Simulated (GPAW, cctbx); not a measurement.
## By hand: from a DFT structure factor to an extinction distance in Rb2MnCdF6

Rb2MnCdF6, Fm-3m (no. 225), a = 8.7448 Å, b = 8.7448 Å, c = 8.7448 Å, α = 90.00°, β = 90.00°, γ = 90.00°.

| atom | mult. | x | y | z |
| --- | --- | --- | --- | --- |
| Cd1 | 4 | 1/2 | 0 | 0 |
| Rb1 | 8 | 1/4 | 1/4 | 3/4 |
| Mn1 | 4 | 0 | 0 | 0 |
| F1 | 24 | 0.2431 | 0 | 0 |

The cell comes from substitution in a known structure type and wasn't matched to any measured phase.

A DFT run (GPAW, PBE, 550 eV, 4×4×4 k-points, Fermi–Dirac width 0.05 eV, spin-polarised) gives the static X-ray structure factor of 222 as 168.813 e for the conventional cell; superposed free atoms give 163.785 e. **Problem.** Find the Fourier component V of the crystal potential and the two-beam extinction distance at 300 kV in both cases.

**1. Geometry**

The cell volume is Ω = 668.73 Å³ and d(222) = 2.5244 Å, so g = 1/d = 0.3961 Å⁻¹.

**2. The nuclei**

Electrons feel nuclei as well as electrons, so the nuclear charges are summed with the same phases.

Phase sums Σ exp(2πi h·x), turned so that the total is real and positive: Cd -4.000, Rb +8.000, Mn -4.000, F +23.911. Then F_Z = 48 × (-4.000) + 37 × (+8.000) + 25 × (-4.000) + 9 × (+23.911) = 219.19 e. The electron term has the same sign for this reflection.

**3. Mott–Bethe**

Poisson's equation, term by term, gives V = (e/4πε₀)(F_Z − F)/(πΩg²), with e/4πε₀ = 14.3996 V Å.

The prefactor is 14.3996 × 2.5244²/(π × 668.73) = 0.04368 V per electron. Free atoms: (219.19 − 163.785) × 0.04368 = 2.420 V. Crystal: (219.19 − 168.813) × 0.04368 = 2.201 V. F changes by +3.07 % and V by -9.1 %: the same 5.03 e is measured against F_Z − F = 55.4 e in place of F = 163.8 e.

**4. Extinction distance**

In the two-beam case ξ = 1/(λU) with U = 2γm₀eV/h², that is ξ = 150.41 V Å²/(γλV).

At 300 kV, λ = 0.01969 Å and γ = 1.5871. Free atoms: ξ = 1989 Å. Crystal: ξ = 2188 Å. The thickness fringes go as sin²(πt/ξ), so the two patterns slip by a quarter of a period when t|1/ξ₁ − 1/ξ₀| = 1/4, at t ≈ 548 nm. Thermal motion, absorption and many-beam coupling, left out here, change a real pattern.

**5. Answer**

V(222) is 2.20 V against 2.42 V, and ξ is 2188 against 1989 Å. Limits: static atoms, two beams; a ferromagnetic start is the only order tried, and the real ground state may be antiferromagnetic or insulating; no Hubbard U on Mn.
